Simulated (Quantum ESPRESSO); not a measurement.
# Ba2Fe2Se2OF2: which magnetic order is lowest, part 2 of 3

Aim: find out which collinear order of Ba2Fe2Se2OF2 costs least.

Quantum ESPRESSO 7.5; PBEsol with U = 4.5 eV on Fe d (ortho-atomic projectors); plane waves with GBRV 1.5 PBEsol potentials, no spin-orbit coupling.

So far, absolute magnetization (μB): step 2 (run 1, typed as ferro ++) 8.04.

**3. Run 2, typed as antiferro +−**

File pw.in:

```
&CONTROL
  calculation = 'scf'
  prefix = 'pwscf'
  outdir = './tmp'
  pseudo_dir = './pseudo'
  disk_io = 'nowf'
/
&SYSTEM
  ibrav = 0
  celldm(1) = 8
  nat = 9
  ntyp = 6
  ecutwfc = 40
  ecutrho = 280
  nbnd = 55
  occupations = 'smearing'
  smearing = 'fd'
  degauss = 0.00367493
  nspin = 2
  starting_magnetization(1) = 0
  starting_magnetization(2) = 0.25
  starting_magnetization(3) = -0.25
  starting_magnetization(4) = 0
  starting_magnetization(5) = 0
  starting_magnetization(6) = 0
/
&ELECTRONS
  conv_thr = 1.8d-08
  electron_maxstep = 150
  mixing_beta = 0.3
/
ATOMIC_SPECIES
Ba    137.3270 ba_pbesol_v1.uspp.F.UPF
Fe1    55.8450 fe_pbesol_v1.5.uspp.F.UPF
Fe2    55.8450 fe_pbesol_v1.5.uspp.F.UPF
Se     78.9710 se_pbesol_v1.uspp.F.UPF
O      15.9990 o_pbesol_v1.2.uspp.F.UPF
F      18.9984 f_pbesol_v1.4.uspp.F.UPF
CELL_PARAMETERS alat
  -0.4954153251472    0.4954153251472    2.3057020878090
   0.4954153251472   -0.4954153251472    2.3057020878090
   0.4954153251472    0.4954153251472   -2.3057020878090
ATOMIC_POSITIONS crystal
Ba      0.6694250000    0.6694250000    0.0000000000
Ba      0.3305750000    0.3305750000    0.0000000000
Fe1     0.0000000000    0.5000000000    0.5000000000
Fe2     0.5000000000    0.0000000000    0.5000000000
Se      0.0898200000    0.0898200000    0.0000000000
Se      0.9101800000    0.9101800000    0.0000000000
O       0.5000000000    0.5000000000    0.0000000000
F       0.2500000000    0.7500000000    0.5000000000
F       0.7500000000    0.2500000000    0.5000000000
K_POINTS automatic
6 6 6 0 0 0
HUBBARD {ortho-atomic}
U Fe1-3d 4.5000
U Fe2-3d 4.5000
```

Command:

```
> OMP_NUM_THREADS=1 mpirun -n 4 pw.x -nk 4 -in pw.in > pw.out
```

The log of the run:

```text
[banner, memory and clock lines left out]
Program PWSCF v.7.5 starts

     Message from routine setup:
     using ibrav=0 with symmetry is DISCOURAGED, use correct ibrav instead

     bravais-lattice index     =            0
     lattice parameter (alat)  =       8.0000  a.u.
     unit-cell volume          =    1158.9695 (a.u.)^3
     number of atoms/cell      =            9
     number of atomic types    =            6
     number of electrons       =        84.00
     number of Kohn-Sham states=           55
     kinetic-energy cutoff     =      40.0000  Ry
     charge density cutoff     =     280.0000  Ry
     scf convergence threshold =      1.8E-08
     mixing beta               =       0.3000
     number of iterations used =            8  plain     mixing
     Exchange-correlation= SLA  PW   PSX  PSC
                           (   1   4  10   8   0   0   0)
     Hubbard projectors: ortho-atomic
     Hubbard parameters of DFT+U (Dudarev formulation) in eV:
     U(Fe1-3d) =  4.5000
     U(Fe2-3d) =  4.5000

     Internal variables: lda_plus_u =T, lda_plus_u_kind = 0

     Internal variables: orbital_resolved =F, hub_pot_fix =F, apply_U = F

     celldm(1)=   8.000000  celldm(2)=   0.000000  celldm(3)=   0.000000
     celldm(4)=   0.000000  celldm(5)=   0.000000  celldm(6)=   0.000000

     crystal axes: (cart. coord. in units of alat)
               a(1) = (  -0.495415   0.495415   2.305702 )
               a(2) = (   0.495415  -0.495415   2.305702 )
               a(3) = (   0.495415   0.495415  -2.305702 )

     reciprocal axes: (cart. coord. in units 2 pi/alat)
               b(1) = (  0.000000  1.009254  0.216854 )
               b(2) = (  1.009254  0.000000  0.216854 )
               b(3) = (  1.009254  1.009254  0.000000 )

     PseudoPot. # 1 for Ba read from file:
     ba_pbesol_v1.uspp.F.UPF
     Pseudo is Ultrasoft + core correction, Zval = 10.0

     PseudoPot. # 2 for Fe read from file:
     fe_pbesol_v1.5.uspp.F.UPF
     Pseudo is Ultrasoft + core correction, Zval = 16.0

     PseudoPot. # 3 for Fe read from file:
     fe_pbesol_v1.5.uspp.F.UPF
     Pseudo is Ultrasoft + core correction, Zval = 16.0

     PseudoPot. # 4 for Se read from file:
     se_pbesol_v1.uspp.F.UPF
     Pseudo is Ultrasoft + core correction, Zval =  6.0

     PseudoPot. # 5 for O  read from file:
     o_pbesol_v1.2.uspp.F.UPF
     Pseudo is Ultrasoft + core correction, Zval =  6.0

     PseudoPot. # 6 for F  read from file:
     f_pbesol_v1.4.uspp.F.UPF
     Pseudo is Ultrasoft, Zval =  7.0

     atomic species   valence    mass     pseudopotential
     Ba               10.00   137.32700     Ba( 1.00)
     Fe1              16.00    55.84500     Fe( 1.00)
     Fe2              16.00    55.84500     Fe( 1.00)
     Se                6.00    78.97100     Se( 1.00)
     O                 6.00    15.99900     O ( 1.00)
     F                 7.00    18.99840     F ( 1.00)

     Starting magnetic structure
     atomic species   magnetization
     Ba              0.000
     Fe1             0.250
     Fe2            -0.250
     Se              0.000
     O               0.000
     F               0.000

      8 Sym. Ops., with inversion, found

   Cartesian axes

     site n.     atom                  positions (alat units)
         1        Ba     tau(   1) = (   0.0000000   0.0000000   3.0869892  )
         2        Ba     tau(   2) = (  -0.0000000  -0.0000000   1.5244149  )
         3        Fe1    tau(   3) = (   0.4954153   0.0000000   0.0000000  )
         4        Fe2    tau(   4) = (   0.0000000   0.4954153   0.0000000  )
         5        Se     tau(   5) = (   0.0000000   0.0000000   0.4141963  )
         6        Se     tau(   6) = (   0.0000000   0.0000000   4.1972079  )
         7        O      tau(   7) = (   0.0000000   0.0000000   2.3057021  )
         8        F      tau(   8) = (   0.4954153   0.0000000   1.1528510  )
         9        F      tau(   9) = (   0.0000000   0.4954153   1.1528510  )

     number of k points=    46  Fermi-Dirac smearing, width (Ry)=  0.0037
                       cart. coord. in units 2pi/alat
        k(    1) = (   0.0000000   0.0000000   0.0000000), wk =   0.0046296
        k(    2) = (   0.1682090   0.1682090   0.0000000), wk =   0.0185185
        k(    3) = (   0.3364181   0.3364181   0.0000000), wk =   0.0185185
        k(    4) = (  -0.5046271  -0.5046271   0.0000000), wk =   0.0092593
        k(    5) = (   0.1682090   0.0000000   0.0361423), wk =   0.0185185
        [... 41 further k-points ...]

     Dense  grid:    91755 G-vectors     FFT dimensions: ( 108, 108, 108)

     Smooth grid:    39539 G-vectors     FFT dimensions: (  80,  80,  80)

     Check: negative core charge=   -0.000013
     Generating pointlists ...
     new r_m :   0.2554 (alat units)  2.0436 (a.u.) for type    1
     new r_m :   0.2044 (alat units)  1.6349 (a.u.) for type    2
     new r_m :   0.2044 (alat units)  1.6349 (a.u.) for type    3
     new r_m :   0.2664 (alat units)  2.1310 (a.u.) for type    4
     new r_m :   0.2044 (alat units)  1.6349 (a.u.) for type    5
     new r_m :   0.2554 (alat units)  2.0436 (a.u.) for type    6

     Initial potential from superposition of free atoms

     starting charge      81.9722, renormalised to      84.0000

     negative rho (up, down):  9.842E-02 9.842E-02

     STARTING HUBBARD OCCUPATIONS:

     =================== HUBBARD OCCUPATIONS ===================
     ------------------------ ATOM    3 ------------------------
     Tr[ns(  3)] (up, down, total) =   5.00000  0.00000  5.00000
     Atomic magnetic moment for atom   3 =   5.00000
     [... lines left out ...]
     ------------------------ ATOM    4 ------------------------
     Tr[ns(  4)] (up, down, total) =   0.00000  5.00000  5.00000
     Atomic magnetic moment for atom   4 =  -5.00000
     [... lines left out ...]
     Number of occupied Hubbard levels =   10.0000

     Atomic wfc used for Hubbard projectors are orthogonalized

     Starting wfcs are   72 randomized atomic wfcs

     Self-consistent Calculation

     iteration #  1     ecut=    40.00 Ry     beta= 0.30
     Davidson diagonalization with overlap
     ethr =  1.00E-02,  avg # of iterations =  4.6

     =================== HUBBARD OCCUPATIONS ===================
     ------------------------ ATOM    3 ------------------------
     Tr[ns(  3)] (up, down, total) =   4.96507  4.75238  9.71745
     Atomic magnetic moment for atom   3 =   0.21269
     [... lines left out ...]
     ------------------------ ATOM    4 ------------------------
     Tr[ns(  4)] (up, down, total) =   4.75236  4.96506  9.71742
     Atomic magnetic moment for atom   4 =  -0.21270
     [... lines left out ...]
     Number of occupied Hubbard levels =   19.4349

     negative rho (up, down):  9.422E-02 9.422E-02

     total energy              =    -818.55140682 Ry
     estimated scf accuracy    <      85.65145419 Ry

     total magnetization       =    -0.00 Bohr mag/cell
     absolute magnetization    =     1.13 Bohr mag/cell

     iteration #  2     ecut=    40.00 Ry     beta= 0.30
     Davidson diagonalization with overlap
     ethr =  1.00E-02,  avg # of iterations =  7.6

     negative rho (up, down):  6.986E-02 6.990E-02

     total energy              =    -829.00002490 Ry
     estimated scf accuracy    <     616.65512338 Ry

     total magnetization       =     0.01 Bohr mag/cell
     absolute magnetization    =     0.17 Bohr mag/cell

     [... further iterations left out ...]

     iteration # 22     ecut=    40.00 Ry     beta= 0.30
     Davidson diagonalization with overlap
     ethr =  2.41E-10,  avg # of iterations =  2.6

     negative rho (up, down):  8.871E-02 8.871E-02

     total energy              =    -857.24806072 Ry
     estimated scf accuracy    <       0.00000004 Ry

     total magnetization       =     0.00 Bohr mag/cell
     absolute magnetization    =     7.61 Bohr mag/cell

     iteration # 23     ecut=    40.00 Ry     beta= 0.30
     Davidson diagonalization with overlap
     ethr =  4.94E-11,  avg # of iterations =  2.8

     negative rho (up, down):  8.871E-02 8.871E-02

     Magnetic moment per site  (integrated on atomic sphere of radius R)
     atom   1 (R=0.255)  charge=  6.2528  magn=  0.0000
     atom   2 (R=0.255)  charge=  6.2528  magn=  0.0000
     atom   3 (R=0.204)  charge= 13.3844  magn=  3.3810
     atom   4 (R=0.204)  charge= 13.3844  magn= -3.3810
     atom   5 (R=0.266)  charge=  4.4115  magn=  0.0000
     atom   6 (R=0.266)  charge=  4.4115  magn=  0.0000
     atom   7 (R=0.204)  charge=  5.6668  magn=  0.0000
     atom   8 (R=0.255)  charge=  7.3583  magn=  0.0000
     atom   9 (R=0.255)  charge=  7.3583  magn=  0.0000

     End of self-consistent calculation

     =================== HUBBARD OCCUPATIONS ===================
     ------------------------ ATOM    3 ------------------------
     Tr[ns(  3)] (up, down, total) =   4.92022  1.23684  6.15706
     Atomic magnetic moment for atom   3 =   3.68339
     [... lines left out ...]
     ------------------------ ATOM    4 ------------------------
     Tr[ns(  4)] (up, down, total) =   1.23683  4.92022  6.15706
     Atomic magnetic moment for atom   4 =  -3.68339
     [... lines left out ...]
     Number of occupied Hubbard levels =   12.3141

     [... lines left out ...]
     the Fermi energy is     9.6183 ev

!    total energy              =    -857.24806080 Ry
     estimated scf accuracy    <          9.2E-09 Ry
     smearing contrib. (-TS)   =      -0.00000000 Ry
     internal energy E=F+TS    =    -857.24806080 Ry

     The total energy is F=E-TS. E is the sum of the following terms:
     one-electron contribution =    -580.98998030 Ry
     hartree contribution      =     330.21989873 Ry
     xc contribution           =    -198.04701952 Ry
     ewald contribution        =    -408.56335361 Ry
     Hubbard energy            =       0.13239390 Ry

     total magnetization       =     0.00 Bohr mag/cell
     absolute magnetization    =     7.61 Bohr mag/cell

     convergence has been achieved in  23 iterations
```

It took 17 min on 4 MPI ranks of Intel Xeon Platinum 8488C (Sapphire Rapids), shared host; peak memory 2.4 GiB; 69 min of CPU time.

Spin moment in the atom's sphere by atom:

```
atom  spin moment in the atom's sphere (μB)
 Ba1                                   0.00
 Ba2                                   0.00
 Fe3                                   3.38
 Fe4                                  -3.38
 Se5                                   0.00
 Se6                                   0.00
  O7                                   0.00
  F8                                   0.00
  F9                                   0.00
```

Read from the output:

```yaml
smearing_term_ts: 2.35e-11 eV
magnetization: 0 μB
absolute_magnetization: 7.606 μB
final_state: antiferromagnetic
```

**4. The states side by side**

An order is kept where moments of 0.15 μB or more survive with the typed signs; meshes match where a doubled cell samples the same k points as the first cell.

Orders:

```
       start        final state  typed order kept  energy over the lowest (meV a seeded atom)  largest site moment (μB)  net moment (μB a cell of the first run)  mesh matched  CPU time (s)
    ferro ++      ferromagnetic               yes                                        35.9                     3.403                                        8           yes          2772
antiferro +-  antiferromagnetic               yes                                           0                     3.381                                        0           yes          4143
```

**5. The lowest state again, with its states saved**

Edit pw.in of step 3 so:

```diff
@@ -5,3 +5,3 @@
   pseudo_dir = './pseudo'
-  disk_io = 'nowf'
+  disk_io = 'low'
 /
@@ -14,3 +14,3 @@
   ecutrho = 280
-  nbnd = 55
+  nbnd = 59
   occupations = 'smearing'
```

The log of the run:

```text
     [... lines left out ...]
Program PWSCF v.7.5 starts
     [... lines left out ...]
     number of atoms/cell      =            9
     [... lines left out ...]
     number of electrons       =        84.00
     number of Kohn-Sham states=           59
     kinetic-energy cutoff     =      40.0000  Ry
     charge density cutoff     =     280.0000  Ry
     scf convergence threshold =      1.8E-08
     [... lines left out ...]
      8 Sym. Ops., with inversion, found
     [... lines left out ...]
     number of k points=    46  Fermi-Dirac smearing, width (Ry)=  0.0037
     [... lines left out ...]
     iteration # 22     ecut=    40.00 Ry     beta= 0.30
     [... lines left out ...]
     Magnetic moment per site  (integrated on atomic sphere of radius R)
     atom   1 (R=0.255)  charge=  6.2528  magn= -0.0000
     atom   2 (R=0.255)  charge=  6.2528  magn= -0.0000
     atom   3 (R=0.204)  charge= 13.3844  magn=  3.3810
     atom   4 (R=0.204)  charge= 13.3844  magn= -3.3810
     atom   5 (R=0.266)  charge=  4.4115  magn= -0.0000
     atom   6 (R=0.266)  charge=  4.4115  magn= -0.0000
     atom   7 (R=0.204)  charge=  5.6668  magn= -0.0000
     atom   8 (R=0.255)  charge=  7.3583  magn= -0.0000
     atom   9 (R=0.255)  charge=  7.3583  magn= -0.0000
     [... lines left out ...]
     Tr[ns(  3)] (up, down, total) =   4.92023  1.23685  6.15707
     [... lines left out ...]
     Tr[ns(  4)] (up, down, total) =   1.23683  4.92022  6.15705
     [... lines left out ...]
     the Fermi energy is     9.8368 ev
!    total energy              =    -857.24806080 Ry
     estimated scf accuracy    <       0.00000002 Ry
     smearing contrib. (-TS)   =      -0.00000000 Ry
     [... lines left out ...]
     total magnetization       =     0.00 Bohr mag/cell
     absolute magnetization    =     7.61 Bohr mag/cell
     convergence has been achieved in  22 iterations
```

Wall time 15 min (4 MPI ranks); peak memory 2.5 GiB; 61 min of CPU time.

Read from the output:

```
smearing term TS       : 1.58e-12 eV
magnetization          : 0 μB
absolute magnetization : 7.606 μB
final state            : antiferromagnetic
largest moment         : 3.381 μB
```

(Continued in part 3 of 3.)

[Logs and program files are shortened in this print: banners, set-up blocks, solver, clock and traceback lines can be left out without a mark of their own.]

[Logs are printed without paths, hosts, clocks, repeated set-up lines and the standing remarks that a program may print on its own settings, such as how far it seeks lower states.]

[Hosts, paths, dates, database ids (printed as entryN), source tags and the programs' standing remarks are cut or masked in the printed files.]

[Where a cell is said to come from a database of computed structures, the database is the Materials Project.]
